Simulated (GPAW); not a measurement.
**Near-edge structure at the O K edge of Sr2Ti2O5 (Cmmm)**

Wanted: the O K-edge spectrum of Sr2Ti2O5 (Cmmm), site by site, with its photon-energy scale.

Calculated with GPAW 26.7.0; X-ray absorption from dipole matrix elements to empty bands, plane-wave PAW LDA.

Most raw output is cut from this account.

### Step 1. Set-up

The structure is orthorhombic, space group Cmmm (No. 65). Conventional cell: a = 7.815 Å, b = 7.951 Å, c = 3.940 Å, α = 90.00°, β = 90.00°, γ = 90.00°. Nearest to Sr lie 10 O at 2.68 to 2.91 Å. Ti has 5 O at 1.95 to 1.99 Å nearest. O has 2 Ti at 1.95 Å and 4 Sr at 2.78 Å nearest. Nearest to O lie 2 Ti at 1.98 Å and 4 Sr at 2.68 to 2.91 Å. Nearest to O lie 2 Ti at 1.99 Å and 4 Sr at 2.77 Å. Farther neighbours and most contacts between anions are not listed.

Coordinates:

```xyz
9
Lattice="3.9077 -3.9753 0.0000 3.9077 3.9753 0.0000 0.0000 0.0000 3.9400" Properties=species:S:1:pos:R:3 pbc="T T T"
Sr    3.9077    2.0155    0.0000
Sr    3.9077   -2.0155    0.0000
Ti    1.9507    0.0000    1.9700
Ti    5.8647    0.0000    1.9700
O     0.0000    0.0000    1.9700
O     2.1477    0.0000    0.0000
O     5.6677    0.0000    0.0000
O     1.9539   -1.9877    1.9700
O     1.9539    1.9877    1.9700
```

### Step 2. The field without a hole

A plain self-consistent run shows whether there is a gap, which decides the set-up of the core-hole run.

The input, scf.py:

```python
import numpy as np
from ase import Atoms
from ase.parallel import parprint, paropen
from gpaw import GPAW, PW, FermiDirac, Mixer, MixerDif, setup_paths
from gpaw.test import gen
setup_paths.insert(0, '.')
gen('O', name='nch1s', xcname='LDA', corehole=(1, 0, 0), write_xml=True)
from gpaw.mpi import world
world.barrier()

atoms = Atoms('Sr2Ti2O5',
    cell=[[3.90773, -3.975337, 0],
     [3.90773, 3.975337, 0],
     [0, 0, 3.940037]],
    scaled_positions=[[0.246496, 0.753504, 0],
     [0.753504, 0.246496, 0],
     [0.249601, 0.249601, 0.5],
     [0.750399, 0.750399, 0.5],
     [0, 0, 0.5],
     [0.274803, 0.274803, 0],
     [0.725197, 0.725197, 0],
     [0.5, 0, 0.5],
     [0, 0.5, 0.5]],
    pbc=True)
atoms.calc = calc = GPAW(legacy_gpaw=True, mode=PW(500), xc='LDA', setups={4: 'nch1s'},
    kpts={'size': (5, 5, 6), 'gamma': True}, occupations=FermiDirac(0.05),
    charge=0, mixer=Mixer(0.1, 5, 50), maxiter=150,
    convergence={'density': 0.0001}, txt='scf.txt')
energy = atoms.get_potential_energy() + calc.get_reference_energy()
ef = calc.get_fermi_level()
out = dict(energy=energy, fermi=ef, forces=atoms.get_forces().tolist())
parprint(f'all-electron energy {energy:.4f} eV, Fermi level {ef:.4f} eV')
ev = np.array([[calc.get_eigenvalues(k, s) for k in range(len(calc.get_ibz_k_points()))] for s in range(calc.get_number_of_spins())])
out['homo'], out['lumo'], out['counts'] = ev[ev < ef].max(), ev[ev > ef].min(), sorted(set((ev < ef).sum((0, 2)).tolist()))
out['filled'] = (ev[:, 0] < ef).sum(1).tolist()
import json
with paropen('out.json', 'w') as f:
    json.dump(out, f)
```

Started as:

```
OMP_NUM_THREADS=1 mpirun -n 4 gpaw python scf.py
```

It took 34 s on 4 MPI ranks of Arm Neoverse V2, shared host; peak memory 0.25 GiB; 2.3 min of CPU time.

The mesh shows no gap, so the system is treated as a metal and the core electron is put at the Fermi level (neutral cell).

### Step 3. Spectrum without a core hole, O atom 5

This cheap baseline ignores the attraction of the hole: it shows the absorber's empty states as they are in the ground state. The data set with a hole of occupation 0 only carries the core orbital.

The absorber has 2 Ti at 1.95 Å (linear, site symmetry mmm).

The input, xas.py:

```python
import numpy as np
from ase import Atoms
from ase.parallel import parprint, paropen
from gpaw import GPAW, PW, FermiDirac, Mixer, MixerDif, setup_paths
from gpaw.test import gen
setup_paths.insert(0, '.')
gen('O', name='nch1s', xcname='LDA', corehole=(1, 0, 0), write_xml=True)
from gpaw.mpi import world
world.barrier()

atoms = Atoms('Sr2Ti2O5',
    cell=[[3.90773, -3.975337, 0],
     [3.90773, 3.975337, 0],
     [0, 0, 3.940037]],
    scaled_positions=[[0.246496, 0.753504, 0],
     [0.753504, 0.246496, 0],
     [0.249601, 0.249601, 0.5],
     [0.750399, 0.750399, 0.5],
     [0, 0, 0.5],
     [0.274803, 0.274803, 0],
     [0.725197, 0.725197, 0],
     [0.5, 0, 0.5],
     [0, 0.5, 0.5]],
    pbc=True)
atoms.calc = calc = GPAW(legacy_gpaw=True, mode=PW(500), xc='LDA', setups={4: 'nch1s'},
    kpts={'size': (6, 6, 9), 'gamma': True}, occupations=FermiDirac(0.1),
    charge=0, mixer=Mixer(0.1, 5, 50), maxiter=150,
    convergence={'density': 0.0001}, txt='scf.txt')
energy = atoms.get_potential_energy() + calc.get_reference_energy()
ef = calc.get_fermi_level()
out = dict(energy=energy, fermi=ef, forces=atoms.get_forces().tolist())
parprint(f'all-electron energy {energy:.4f} eV, Fermi level {ef:.4f} eV')
ev = np.array([[calc.get_eigenvalues(k, s) for k in range(len(calc.get_ibz_k_points()))] for s in range(calc.get_number_of_spins())])
out['homo'], out['lumo'], out['counts'] = ev[ev < ef].max(), ev[ev > ef].min(), sorted(set((ev < ef).sum((0, 2)).tolist()))
out['filled'] = (ev[:, 0] < ef).sum(1).tolist()

from ase.units import Ha
from gpaw.xas import dipole_matrix_elements
nb = int(calc.get_number_of_electrons() / 2) + 86
top, nb = nb, nb + 8 + nb // 12
nscf = calc.fixed_density(kpts={'size': (4, 4, 5), 'gamma': True}, nbands=nb,
    convergence={'bands': top, 'eigenstates': 1e-5}, maxiter=60, txt='nscf.txt')
cell = atoms.cell.array
ops = [cell.T @ U.T @ np.linalg.inv(cell.T) for U in nscf.wfs.kd.symmetry.op_scc]
E = np.arange(-25, 34, 0.1)
fwhm = np.interp(E, [4, 25], [0.9, 3.5])
Y, X, zero, highest = 0, 0, 1e9, 1e9
for spin in range(nscf.get_number_of_spins()):
    wfs = nscf.wfs
    A = dipole_matrix_elements(wfs.setups[4])
    eps = np.zeros((wfs.kd.nibzkpts, nb))
    d = np.zeros((3, A.shape[1], wfs.kd.nibzkpts, nb), complex)
    for kpt in wfs.kpt_u:
        if kpt.s == spin and 4 in kpt.P_ani:
            eps[kpt.k] = kpt.eps_n * Ha
            d[:, :, kpt.k] = (kpt.weight * wfs.nspins / 2) ** 0.5 * np.inner(A, kpt.P_ani[4])
    world.sum(eps)
    world.sum(d)
    T = np.einsum('amkn,bmkn->abkn', d, d.conj()).real
    T = sum(np.einsum('ai,ijkn,bj->abkn', R, T, R) for R in ops) / len(ops)
    empty = eps > ef
    zero, highest = min(zero, eps[empty].min()), min(highest, eps[:, top - 1].min())
    lines = [(eps, T, empty)] if spin == 0 else lines + [(eps, T, empty)]
for eps, T, empty in lines:
    f = np.einsum('aakn->akn', T).reshape(3, -1)
    x = eps.ravel() - zero
    w = np.interp(x, E, fwhm) / 2.35482
    g = np.exp(-0.5 * ((E[:, None] - x) / w) ** 2) / (w * (2 * np.pi) ** 0.5)
    Y = Y + (f * empty.ravel()) @ g.T
    X = X + (f * ~empty.ravel()) @ g.T
out.update(E=E.round(2).tolist(), xas=Y.tolist(), xes=X.tolist(), zero=zero, valid=highest - zero, nk=len(eps), nb=nb)
for i in range(0, len(E), 10):
    parprint(f'{E[i]:7.2f}', *(f'{v:10.3e}' for v in Y[:, i]))
import json
with paropen('out.json', 'w') as f:
    json.dump(out, f)
```

Started as:

```
OMP_NUM_THREADS=1 mpirun -n 4 gpaw python xas.py
```

Wall time 100 s (4 MPI ranks); peak memory 0.37 GiB; 6.6 min of CPU time.

The O K spectrum, O atom 5, no core hole (energy from the lowest empty level; intensity scaled to a mean of 1 over the first 20 eV; polarised curves are means over the symmetry-equivalent atoms):

```
E (eV)  isotropic  ε ∥ x  ε ∥ y  ε ∥ z
  -2.0       0.00   0.00   0.00   0.00
  -1.5       0.00   0.00   0.00   0.00
  -1.0       0.01   0.01   0.01   0.00
  -0.5       0.13   0.18   0.18   0.01
   0.0       0.55   0.56   0.98   0.10
   0.5       0.98   0.65   1.48   0.80
   1.0       1.57   0.59   1.23   2.87
   1.5       1.58   0.49   1.53   2.73
   2.0       0.95   0.90   0.87   1.06
   2.5       0.85   2.02   0.26   0.28
   3.0       1.12   2.36   0.48   0.51
   3.5       1.64   2.61   1.12   1.20
   4.0       1.39   1.67   1.28   1.23
   4.5       1.26   1.42   1.03   1.32
   5.0       1.66   1.62   1.22   2.15
   5.5       1.92   1.46   1.81   2.50
   6.0       1.57   1.14   1.76   1.79
   6.5       1.07   1.01   1.22   0.97
   7.0       0.74   0.67   0.93   0.60
   7.5       0.57   0.28   0.86   0.59
   8.0       0.62   0.12   0.94   0.79
   8.5       0.78   0.12   1.10   1.12
   9.0       0.87   0.15   1.15   1.32
   9.5       0.83   0.20   1.07   1.21
  10.0       0.76   0.27   0.99   1.01
  10.5       0.79   0.42   1.04   0.93
  11.0       0.95   0.69   1.18   0.99
  11.5       1.19   1.17   1.29   1.09
  12.0       1.40   1.87   1.27   1.08
  12.5       1.53   2.54   1.11   0.94
  13.0       1.49   2.83   0.89   0.75
  13.5       1.28   2.61   0.65   0.58
  14.0       0.98   2.09   0.44   0.41
  14.5       0.71   1.54   0.31   0.29
  15.0       0.53   1.11   0.25   0.24
  15.5       0.45   0.84   0.28   0.24
  16.0       0.44   0.68   0.36   0.29
  16.5       0.48   0.60   0.48   0.36
  17.0       0.54   0.56   0.61   0.45
  17.5       0.61   0.54   0.73   0.58
  18.0       0.69   0.52   0.82   0.72
  18.5       0.75   0.49   0.89   0.88
  19.0       0.81   0.47   0.95   1.00
  19.5       0.84   0.44   1.01   1.07
  20.0       0.84   0.41   1.03   1.08
  20.5       0.81   0.39   1.01   1.04
  21.0       0.76   0.36   0.95   0.96
  21.5       0.69   0.34   0.87   0.87
  22.0       0.63   0.33   0.79   0.77
  22.5       0.57   0.31   0.71   0.69
  23.0       0.52   0.30   0.65   0.63
  23.5       0.49   0.28   0.61   0.58
  24.0       0.46   0.27   0.57   0.54
  24.5       0.45   0.26   0.55   0.53
  25.0       0.44   0.27   0.54   0.52
  25.5       0.45   0.29   0.54   0.53
  26.0       0.47   0.32   0.54   0.56
  26.5       0.50   0.36   0.54   0.58
  27.0       0.52   0.41   0.55   0.61
  27.5       0.55   0.46   0.55   0.63
  28.0       0.57   0.51   0.55   0.65
  28.5       0.58   0.54   0.55   0.66
  29.0       0.59   0.55   0.55   0.67
  29.5       0.60   0.56   0.55   0.69
  30.0       0.61   0.55   0.56   0.72
  30.5       0.64   0.55   0.58   0.78
  31.0       0.67   0.54   0.62   0.85
  31.5       0.70   0.55   0.66   0.91
  32.0       0.74   0.57   0.72   0.95
```

Main maxima below 24 eV (height): 1.3 eV (1.72), 3.6 eV (1.65), 5.5 eV (1.92), 9.0 eV (0.87), 12.6 eV (1.54) and 19.8 eV (0.85). A K edge sees empty p states; the first features are O p mixed into the empty d states of the Ti neighbours, and the broad ones above probably into the cations' higher empty bands.

The same matrix elements for filled bands give the O K emission of O atom 5 (ground-state approximation; energy from the lowest empty level, largest value 1):

```
E (eV)  emission
-24.00      0.00
-23.25      0.00
-22.50      0.00
-21.75      0.00
-21.00      0.00
-20.25      0.00
-19.50      0.00
-18.75      0.00
-18.00      0.00
-17.25      0.00
-16.50      0.00
-15.75      0.00
-15.00      0.00
-14.25      0.00
-13.50      0.00
-12.75      0.00
-12.00      0.00
-11.25      0.00
-10.50      0.00
 -9.75      0.00
 -9.00      0.00
 -8.25      0.00
 -7.50      0.01
 -6.75      0.24
 -6.00      1.00
 -5.25      0.54
 -4.50      0.31
 -3.75      0.56
 -3.00      0.20
 -2.25      0.01
 -1.50      0.00
 -0.75      0.02
  0.00      0.03
  0.75      0.00
  1.50      0.00
  2.25      0.00
  3.00      0.00
```

Emission maxima: -6.0 eV (1.00) and -3.8 eV (0.56).

### Step 4. Spectrum without a core hole, O atom 6

The absorber has 2 Ti at 1.98 Å (bent, 169°, site symmetry 2mm).

Edit xas.py of step 3 so:

```diff
@@ -24,3 +24,3 @@
     pbc=True)
-atoms.calc = calc = GPAW(legacy_gpaw=True, mode=PW(500), xc='LDA', setups={4: 'nch1s'},
+atoms.calc = calc = GPAW(legacy_gpaw=True, mode=PW(500), xc='LDA', setups={5: 'nch1s'},
     kpts={'size': (6, 6, 9), 'gamma': True}, occupations=FermiDirac(0.1),
@@ -49,3 +49,3 @@
     wfs = nscf.wfs
-    A = dipole_matrix_elements(wfs.setups[4])
+    A = dipole_matrix_elements(wfs.setups[5])
     eps = np.zeros((wfs.kd.nibzkpts, nb))
@@ -53,5 +53,5 @@
     for kpt in wfs.kpt_u:
-        if kpt.s == spin and 4 in kpt.P_ani:
+        if kpt.s == spin and 5 in kpt.P_ani:
             eps[kpt.k] = kpt.eps_n * Ha
-            d[:, :, kpt.k] = (kpt.weight * wfs.nspins / 2) ** 0.5 * np.inner(A, kpt.P_ani[4])
+            d[:, :, kpt.k] = (kpt.weight * wfs.nspins / 2) ** 0.5 * np.inner(A, kpt.P_ani[5])
     world.sum(eps)
```

Wall time 1.7 min (4 MPI ranks); peak memory 0.37 GiB; 6.9 min of CPU time.

The O K spectrum, O atom 6, no core hole (energy from the lowest empty level; intensity scaled to a mean of 1 over the first 20 eV; polarised curves are means over the symmetry-equivalent atoms):

```
E (eV)  isotropic  ε ∥ x  ε ∥ y  ε ∥ z
  -2.0       0.00   0.00   0.00   0.00
  -1.0       0.00   0.00   0.00   0.00
   0.0       0.30   0.43   0.29   0.17
   1.0       1.51   2.58   1.58   0.36
   2.0       1.05   1.63   1.41   0.11
   3.0       0.51   0.63   0.12   0.77
   4.0       1.32   1.44   0.68   1.84
   5.0       2.03   1.36   1.43   3.29
   6.0       1.87   1.94   1.89   1.77
   7.0       1.18   1.53   1.75   0.25
   8.0       0.59   0.62   0.88   0.26
   9.0       0.57   0.53   0.75   0.43
  10.0       0.81   0.72   0.89   0.83
  11.0       1.07   0.70   0.92   1.59
  12.0       1.15   0.85   0.90   1.69
  13.0       1.14   1.00   0.84   1.57
  14.0       0.84   0.72   0.60   1.19
  15.0       0.61   0.43   0.50   0.91
  16.0       0.62   0.37   0.69   0.81
  17.0       0.75   0.50   0.97   0.77
  18.0       0.84   0.71   1.04   0.77
  19.0       0.83   0.91   0.91   0.66
  20.0       0.74   0.97   0.77   0.47
  21.0       0.62   0.84   0.66   0.36
  22.0       0.53   0.71   0.58   0.31
  23.0       0.49   0.66   0.52   0.29
  24.0       0.48   0.67   0.49   0.30
  25.0       0.50   0.70   0.48   0.32
  26.0       0.54   0.75   0.50   0.37
  27.0       0.59   0.78   0.54   0.45
  28.0       0.64   0.79   0.58   0.55
  29.0       0.68   0.78   0.63   0.62
  30.0       0.71   0.78   0.73   0.63
  31.0       0.77   0.80   0.86   0.64
  32.0       0.83   0.81   0.97   0.71
```

Main maxima below 24 eV (height): 1.4 eV (1.93), 5.4 eV (2.18), 12.6 eV (1.17) and 18.3 eV (0.85). 

The same matrix elements for filled bands give the O K emission of O atom 6 (ground-state approximation; energy from the lowest empty level, largest value 1):

```
E (eV)  emission
-24.00      0.00
-23.25      0.00
-22.50      0.00
-21.75      0.00
-21.00      0.00
-20.25      0.00
-19.50      0.00
-18.75      0.00
-18.00      0.00
-17.25      0.00
-16.50      0.00
-15.75      0.00
-15.00      0.00
-14.25      0.00
-13.50      0.00
-12.75      0.00
-12.00      0.00
-11.25      0.00
-10.50      0.00
 -9.75      0.00
 -9.00      0.00
 -8.25      0.00
 -7.50      0.02
 -6.75      0.37
 -6.00      0.68
 -5.25      0.99
 -4.50      0.78
 -3.75      0.83
 -3.00      0.36
 -2.25      0.04
 -1.50      0.00
 -0.75      0.01
  0.00      0.02
  0.75      0.00
  1.50      0.00
  2.25      0.00
  3.00      0.00
```

Emission maxima: -5.2 eV (1.00) and -3.8 eV (0.84).

### Step 5. Supercell without a hole, the energy reference

The photon energy needs a difference of total energies, so the cell and mesh of the coming hole run are first run without a hole.

Edit scf.py of step 2 so:

```diff
@@ -10,18 +10,27 @@
 
-atoms = Atoms('Sr2Ti2O5',
-    cell=[[3.90773, -3.975337, 0],
-     [3.90773, 3.975337, 0],
-     [0, 0, 3.940037]],
-    scaled_positions=[[0.246496, 0.753504, 0],
+atoms = Atoms('Sr4Ti4O10',
+    cell=[[3.90773, -3.975337, 3.940037],
+     [3.90773, 3.975337, 3.940037],
+     [-3.90773, 3.975337, 3.940037]],
+    scaled_positions=[[0.746496, 0.753504, 0.5],
+     [0.246496, 0.753504, 0],
+     [0.253504, 0.246496, 0.5],
      [0.753504, 0.246496, 0],
-     [0.249601, 0.249601, 0.5],
-     [0.750399, 0.750399, 0.5],
+     [0.25, 0.249601, 0.000399],
+     [0.75, 0.249601, 0.500399],
+     [0.25, 0.750399, 0.499601],
+     [0.75, 0.750399, 0.999601],
+     [0.25, 0, 0.25],
+     [0.75, 0, 0.75],
+     [0, 0.274803, 0.725197],
+     [0.5, 0.274803, 0.225197],
+     [0, 0.725197, 0.274803],
+     [0.5, 0.725197, 0.774803],
+     [0.5, 0, 0],
      [0, 0, 0.5],
-     [0.274803, 0.274803, 0],
-     [0.725197, 0.725197, 0],
-     [0.5, 0, 0.5],
-     [0, 0.5, 0.5]],
+     [0, 0.5, 0],
+     [0.5, 0.5, 0.5]],
     pbc=True)
-atoms.calc = calc = GPAW(legacy_gpaw=True, mode=PW(500), xc='LDA', setups={4: 'nch1s'},
-    kpts={'size': (5, 5, 6), 'gamma': True}, occupations=FermiDirac(0.05),
+atoms.calc = calc = GPAW(legacy_gpaw=True, mode=PW(500), xc='LDA', setups={8: 'nch1s'},
+    kpts={'size': (3, 3, 3), 'gamma': True}, occupations=FermiDirac(0.1),
     charge=0, mixer=Mixer(0.1, 5, 50), maxiter=150,
```

Started as:

```
OMP_NUM_THREADS=1 mpirun -n 4 gpaw python scf.py
```

It took 44 s on 4 MPI ranks; peak memory 0.36 GiB; 2.9 min of CPU time.

Reference energy: -458708.607 eV with the cores included.

(Part 1 of 2 ends here.)

[Logs are printed without paths, hosts, clocks, repeated set-up lines and the standing remarks that a program may print on its own settings, such as how far it seeks lower states.]

[Hosts, paths, dates, database ids (printed as entryN), source tags and the programs' standing remarks are cut or masked in the printed files.]

[Lists of maxima count a maximum above −3 eV only where it reaches 4 % of the highest in the window and stands out from its surroundings by 2 % of it (1.5 % where it reaches 55 %); shoulders and weaker maxima are passed over, and of the rest the first, up to two pre-edge ones and the few strongest are named.]
